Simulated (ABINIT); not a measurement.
# Beyond one shot: SiO2 (Stishovite), part 3 of 3

Wanted: G0W0 and self-consistent gaps of SiO2 (Stishovite), with the cost of the cycles.

ABINIT 10.8.3; LDA and many-body steps on it, plane waves. Known limits of the many-body steps: not at the basis limit; coarse k mesh.

So far. Step 7 (evGW0, cycle 3): Against the cycle before, the gap moves by +0.003 eV. Step 10 (evGW, cycle 1): Against G0W0 in ABINIT (4×4×4 mesh, 156 bands, screening to 179.6 eV, Godby-Needs plasmon pole), the gap moves by +0.845 eV.

**13. evGW, cycle 2**

This step: evGW on LDA, plane waves, norm-conserving pseudopotentials.

Contents of run.abi:

```
acell 3*1.0 Angstrom
rprim 
  4.177300000000 0.000000000000 0.000000000000
  0.000000000000 4.177300000000 0.000000000000
  0.000000000000 0.000000000000 2.665200000000
ntypat 2
znucl 14 8
natom 6
typat 1 1 2 2 2 2
xred 
  0.000000000000 0.000000000000 0.000000000000
  0.500000000000 0.500000000000 0.500000000000
  0.305900000000 0.305900000000 0.000000000000
  0.194100000000 0.805900000000 0.500000000000
  0.694100000000 0.694100000000 0.000000000000
  0.805900000000 0.194100000000 0.500000000000
pp_dirpath "pseudos"
pseudos "Si.upf, O.upf"
ecut 36
ngkpt 4 4 4
nshiftk 1
shiftk 0 0 0
kptopt 1
chksymbreak 0
istwfk *1
occopt 1
irdwfk 1
optdriver 4
nband 156
gwcalctyp 10
ecutsigx 36
symsigma 1
nkptgw 18
kptgw 
  0.0000000000 0.0000000000 0.0000000000
  0.2500000000 0.0000000000 0.0000000000
  0.5000000000 0.0000000000 0.0000000000
  0.2500000000 0.2500000000 0.0000000000
  0.5000000000 0.2500000000 0.0000000000
  0.5000000000 0.5000000000 0.0000000000
  0.0000000000 0.0000000000 0.2500000000
  0.2500000000 0.0000000000 0.2500000000
  0.5000000000 0.0000000000 0.2500000000
  0.2500000000 0.2500000000 0.2500000000
  0.5000000000 0.2500000000 0.2500000000
  0.5000000000 0.5000000000 0.2500000000
  0.0000000000 0.0000000000 0.5000000000
  0.2500000000 0.0000000000 0.5000000000
  0.5000000000 0.0000000000 0.5000000000
  0.2500000000 0.2500000000 0.5000000000
  0.5000000000 0.2500000000 0.5000000000
  0.5000000000 0.5000000000 0.5000000000
bdgw 
  5 22
  5 22
  5 22
  5 22
  5 22
  5 22
  5 22
  5 22
  5 22
  5 22
  5 22
  5 22
  5 22
  5 22
  5 22
  5 22
  5 22
  5 22
ecuteps 6.6
irdscr 1
ppmodel 1
irdqps 1
indata_prefix "in"
outdata_prefix "out"
tmpdata_prefix "tmp"
```

Launch:

```bash
OMP_NUM_THREADS=1 mpirun -n 4 abinit run.abi > log
```

What it wrote:

```text
.Version 10.8.3 of ABINIT. v10.8.2 released Aug 2026.

 Symmetries : space group P4_2/m n m (#136); Bravais tP (primitive tetrag.)
[... echo of the input left out ...]
== DATASET  1 ==================================================================
-   mpi_nproc: 4, omp_nthreads: 1 (-1 if OMP is not activated)

--- !DatasetInfo
iteration_state: {dtset: 1, }
dimensions: {natom: 6, nkpt: 18, mband: 156, nsppol: 1, nspinor: 1, nspden: 1, mpw: 3273, }
cutoff_energies: {ecut:  36.0, pawecutdg:  -1.0, }
[...]
.  kptgw no:  3; Maximum DeltaE = (  -0.002   0.000) for band index:  4
[...]
.  kptgw no: 17; Maximum DeltaE = (   0.006   0.000) for band index:  1
.  kptgw no: 18; Maximum DeltaE = (   0.012  -0.000) for band index:  1

== END DATASET(S) ==============================================================
================================================================================

 -outvars: echo values of variables after computation  --------
           etotal      0.0000000000E+00
            nband         156
             nkpt          18
          spgroup         136
 [... the other variables as echoed above ...]

 Calculation completed.
```

Wall time 22 min (4 MPI ranks of Arm Neoverse V1, shared host); peak memory 2.4 GiB; 88 min of CPU time.

Numbers from this step:

- quasiparticle gap on the mesh: 9.075 eV
- gap of the density functional on the mesh: 5.665 eV
- k of the valence top: 0, 0, 0
- k of the conduction bottom: 0, 0, 0
- least direct quasiparticle gap on the computed points: 9.075 eV

Against the cycle before, the gap moves by +0.042 eV.

**14. Screening, 4×4×4 mesh, 156 bands, screening to 179.6 eV**

This step: RPA screening on LDA, plane waves, norm-conserving pseudopotentials.

Contents of run.abi:

```
acell 3*1.0 Angstrom
rprim 
  4.177300000000 0.000000000000 0.000000000000
  0.000000000000 4.177300000000 0.000000000000
  0.000000000000 0.000000000000 2.665200000000
ntypat 2
znucl 14 8
natom 6
typat 1 1 2 2 2 2
xred 
  0.000000000000 0.000000000000 0.000000000000
  0.500000000000 0.500000000000 0.500000000000
  0.305900000000 0.305900000000 0.000000000000
  0.194100000000 0.805900000000 0.500000000000
  0.694100000000 0.694100000000 0.000000000000
  0.805900000000 0.194100000000 0.500000000000
pp_dirpath "pseudos"
pseudos "Si.upf, O.upf"
ecut 36
ngkpt 4 4 4
nshiftk 1
shiftk 0 0 0
kptopt 1
chksymbreak 0
istwfk *1
occopt 1
irdwfk 1
optdriver 3
nband 156
ecuteps 6.6
inclvkb 2
awtr 1
symchi 1
gwcalctyp 10
mbpt_sciss 3.927 eV
nqptdm 1
qptdm 
  0 0 0
indata_prefix "in"
outdata_prefix "out"
tmpdata_prefix "tmp"
```

What it wrote:

```text
.Version 10.8.3 of ABINIT. v10.8.2 released Aug 2026.

 Symmetries : space group P4_2/m n m (#136); Bravais tP (primitive tetrag.)
[... echo of the input left out ...]
== DATASET  1 ==================================================================
-   mpi_nproc: 4, omp_nthreads: 1 (-1 if OMP is not activated)

--- !DatasetInfo
iteration_state: {dtset: 1, }
dimensions: {natom: 6, nkpt: 18, mband: 156, nsppol: 1, nspinor: 1, nspden: 1, mpw: 3273, }
cutoff_energies: {ecut:  36.0, pawecutdg:  -1.0, }
[...]
[... chi0 elements left out ...]
 For q-point:  0.000010 0.000020 0.000030
  dielectric constant =   2.9302
  dielectric constant without local fields =   3.1180

  Average fulfillment of the sum rule on Im[epsilon] for q-point    1 :     84.25  [%]
[... wings left out ...]
== END DATASET(S) ==============================================================
================================================================================

 -outvars: echo values of variables after computation  --------
           etotal      0.0000000000E+00
            nband         156
             nkpt          18
          spgroup         136
 [... the other variables as echoed above ...]

 Calculation completed.
```

Run time: 30 s. Hardware: 4 MPI ranks; peak memory 1.6 GiB; 2 min of CPU time.

This step gave:

```yaml
eps_infinity_with_local_fields_on_this_mesh_along_the_program_s_q_direction: 2.930
the_same_without_local_fields: 3.118
plasma_frequency: 30.80 eV
plane_waves_in_the_screening_matrix: 265
```

This screening uses the functional's bands under a rigid shift, the mean opening of the cycle before.

**15. Screening, 4×4×4 mesh, 156 bands, screening to 179.6 eV**

This step: RPA screening on LDA from quasiparticle energies, plane waves, norm-conserving pseudopotentials.

Changes to run.abi since step 14:

```diff
@@ -33,7 +33,23 @@
 symchi 1
+irdqps 1
 gwcalctyp 10
-mbpt_sciss 3.927 eV
-nqptdm 1
+nqptdm 17
 qptdm 
-  0 0 0
+  0.2500000000 0.0000000000 0.0000000000
+  0.5000000000 0.0000000000 0.0000000000
+  0.2500000000 0.2500000000 0.0000000000
+  0.5000000000 0.2500000000 0.0000000000
+  0.5000000000 0.5000000000 0.0000000000
+  0.0000000000 0.0000000000 0.2500000000
+  0.2500000000 0.0000000000 0.2500000000
+  0.5000000000 0.0000000000 0.2500000000
+  0.2500000000 0.2500000000 0.2500000000
+  0.5000000000 0.2500000000 0.2500000000
+  0.5000000000 0.5000000000 0.2500000000
+  0.0000000000 0.0000000000 0.5000000000
+  0.2500000000 0.0000000000 0.5000000000
+  0.5000000000 0.0000000000 0.5000000000
+  0.2500000000 0.2500000000 0.5000000000
+  0.5000000000 0.2500000000 0.5000000000
+  0.5000000000 0.5000000000 0.5000000000
 indata_prefix "in"
```

Contents of mrgscr.stdin:

```
2
merged
q0_SCR
out_SCR
1
```

Launch:

```bash
OMP_NUM_THREADS=1 mpirun -n 4 abinit run.abi > log; mrgscr < mrgscr.stdin
```

What it wrote:

```text
.Version 10.8.3 of ABINIT. v10.8.2 released Aug 2026.

 Symmetries : space group P4_2/m n m (#136); Bravais tP (primitive tetrag.)
[... echo of the input left out ...]
== DATASET  1 ==================================================================
-   mpi_nproc: 4, omp_nthreads: 1 (-1 if OMP is not activated)

--- !DatasetInfo
iteration_state: {dtset: 1, }
dimensions: {natom: 6, nkpt: 18, mband: 156, nsppol: 1, nspinor: 1, nspden: 1, mpw: 3273, }
cutoff_energies: {ecut:  36.0, pawecutdg:  -1.0, }
[...]
q-point number  1        q = ( 0.250000, 0.000000, 0.000000) [r.l.u.]
--------------------------------------------------------------------------------
[... chi0 elements left out ...]
  Average fulfillment of the sum rule on Im[epsilon] for q-point    2 :     95.17  [%]

--------------------------------------------------------------------------------
  q-point number  2        q = ( 0.500000, 0.000000, 0.000000) [r.l.u.]
--------------------------------------------------------------------------------
[... chi0 elements left out ...]
  Average fulfillment of the sum rule on Im[epsilon] for q-point    3 :     89.62  [%]

 [... 15 further q-points ...]
```

The job ended after 2.1 min (4 MPI ranks; peak memory 1.6 GiB).

Numbers from this step:

| Property | Result |
| --- | --- |
| plasma frequency | 30.80 eV |
| plane waves in the screening matrix | 265 |

This screening reads the quasiparticle levels of the cycle before.

**16. evGW, cycle 3**

This step: evGW on LDA, plane waves, norm-conserving pseudopotentials.

Changes to run.abi since step 15:

```diff
@@ -27,12 +27,10 @@
 irdwfk 1
-optdriver 3
+optdriver 4
 nband 156
-ecuteps 6.6
-inclvkb 2
-awtr 1
-symchi 1
-irdqps 1
 gwcalctyp 10
-nqptdm 17
-qptdm 
+ecutsigx 36
+symsigma 1
+nkptgw 18
+kptgw 
+  0.0000000000 0.0000000000 0.0000000000
   0.2500000000 0.0000000000 0.0000000000
@@ -54,2 +52,25 @@
   0.5000000000 0.5000000000 0.5000000000
+bdgw 
+  5 22
+  5 22
+  5 22
+  5 22
+  5 22
+  5 22
+  5 22
+  5 22
+  5 22
+  5 22
+  5 22
+  5 22
+  5 22
+  5 22
+  5 22
+  5 22
+  5 22
+  5 22
+ecuteps 6.6
+irdscr 1
+ppmodel 1
+irdqps 1
 indata_prefix "in"
```

Launch:

```bash
OMP_NUM_THREADS=1 mpirun -n 4 abinit run.abi > log
```

What it wrote:

```text
.Version 10.8.3 of ABINIT. v10.8.2 released Aug 2026.

 Symmetries : space group P4_2/m n m (#136); Bravais tP (primitive tetrag.)
[... echo of the input left out ...]
== DATASET  1 ==================================================================
-   mpi_nproc: 4, omp_nthreads: 1 (-1 if OMP is not activated)

--- !DatasetInfo
iteration_state: {dtset: 1, }
dimensions: {natom: 6, nkpt: 18, mband: 156, nsppol: 1, nspinor: 1, nspden: 1, mpw: 3273, }
cutoff_energies: {ecut:  36.0, pawecutdg:  -1.0, }
[...]
.  kptgw no:  3; Maximum DeltaE = (   0.001  -0.000) for band index:  1
[...]
.  kptgw no: 17; Maximum DeltaE = (   0.002   0.000) for band index:  1
.  kptgw no: 18; Maximum DeltaE = (   0.002   0.000) for band index:  3

== END DATASET(S) ==============================================================
================================================================================

 -outvars: echo values of variables after computation  --------
           etotal      0.0000000000E+00
            nband         156
             nkpt          18
          spgroup         136
 [... the other variables as echoed above ...]

 Calculation completed.
```

The job ended after 22 min (4 MPI ranks; peak memory 2.4 GiB; 88 min of CPU time).

Numbers from this step:

- quasiparticle gap on the mesh: 9.078 eV
- gap of the density functional on the mesh: 5.665 eV
- k of the valence top: 0, 0, 0
- k of the conduction bottom: 0, 0, 0
- least direct quasiparticle gap on the computed points: 9.078 eV

Against the cycle before, the gap moves by +0.003 eV.

**17. Side by side**

Times are wall times on 4 MPI ranks of Arm Neoverse V1, shared host. The host was busy with other work, so they are no guide to cost. A run's time includes the screening step that it read.

| run | mesh | bands | screening cutoff (eV) | DFT gap (eV) | gap on the mesh (eV) | direct (eV) | ε∞ used | time |
| --- | --- | --- | --- | --- | --- | --- | --- | --- |
| G0W0 | 4×4×4 | 156 | 179.6 | 5.665 | 8.188 | 8.188 | 3.43 | 3.9 min |
| evGW0, cycle 1 | 4×4×4 | 156 | 179.6 | 5.665 | 8.698 | 8.698 | 3.43 | 25 min |
| evGW0, cycle 2 | 4×4×4 | 156 | 179.6 | 5.665 | 8.540 | 8.540 | 3.43 | 25 min |
| evGW0, cycle 3 | 4×4×4 | 156 | 179.6 | 5.665 | 8.543 | 8.543 | 3.43 | 25 min |
| evGW, cycle 1 | 4×4×4 | 156 | 179.6 | 5.665 | 9.033 | 9.033 | 2.99 | 25 min |
| evGW, cycle 2 | 4×4×4 | 156 | 179.6 | 5.665 | 9.075 | 9.075 | 2.93 | 25 min |
| evGW, cycle 3 | 4×4×4 | 156 | 179.6 | 5.665 | 9.078 | 9.078 | 2.93 | 24 min |

**18. Results**

```json
{"G0W0": "8.188 eV", "evGW0, cycle 1": "8.698 eV", "evGW0, cycle 2": "8.540 eV", "evGW0, cycle 3": "8.543 eV", "evGW, cycle 1": "9.033 eV", "evGW, cycle 2": "9.075 eV", "evGW, cycle 3": "9.078 eV", "known limits": "not at the basis limit; coarse k mesh"}
```

In words: Only the bands that the input lists are updated; the others, empty or deep, keep the functional's energies or take a rigid shift. The evGW loop starts from the last levels of evGW0, so its cycles and time come on top of those. evGW0 ends at 8.54 eV, +0.36 eV from G0W0, after 3 cycles that took 66 min beside the first screening; the last moved the gap by 0.003 eV. evGW ends at 9.08 eV, +0.89 eV from G0W0, after 3 cycles that took 74 min beside the first screening; the last moved the gap by 0.003 eV. The first cycle of evGW0 takes the full correction, without the factor Z, so it overshoots the one-shot value. Bands and cutoff are finite, so the gap is not at the basis limit. The miss can reach some tenths of an eV and take either sign; the mesh is an error of its own. The 4×4×4 mesh is coarse for this cell, which bears on the long-range parts of exchange and screening. In the updated screening the q = 0 part is built from Kohn-Sham bands under a rigid shift, the other q from the quasiparticle levels.

[Paths, hosts, dates, memory and timing lines, banners, echoed tables and standing remarks are left out of the program output.]

[Logs are printed without paths, hosts, clocks, repeated set-up lines and the standing remarks that a program may print on its own settings, such as how far it seeks lower states.]

[Runs of the session that timed out or met a known fault of the program may be left out.]

[Hosts, paths, dates, database ids (printed as entryN), source tags and the programs' standing remarks are cut or masked in the printed files.]

[G0W0 gaps are taken among the corrected bands and points alone; a level outside them can change the order at an edge.]

[Where Ansatz stands beside ABINIT at settings called matched, ABINIT's density can come from a denser mesh and the files from another edition; pairs whose starting gaps differed by over 0.03 eV were left out, so agreement reads better than it is.]
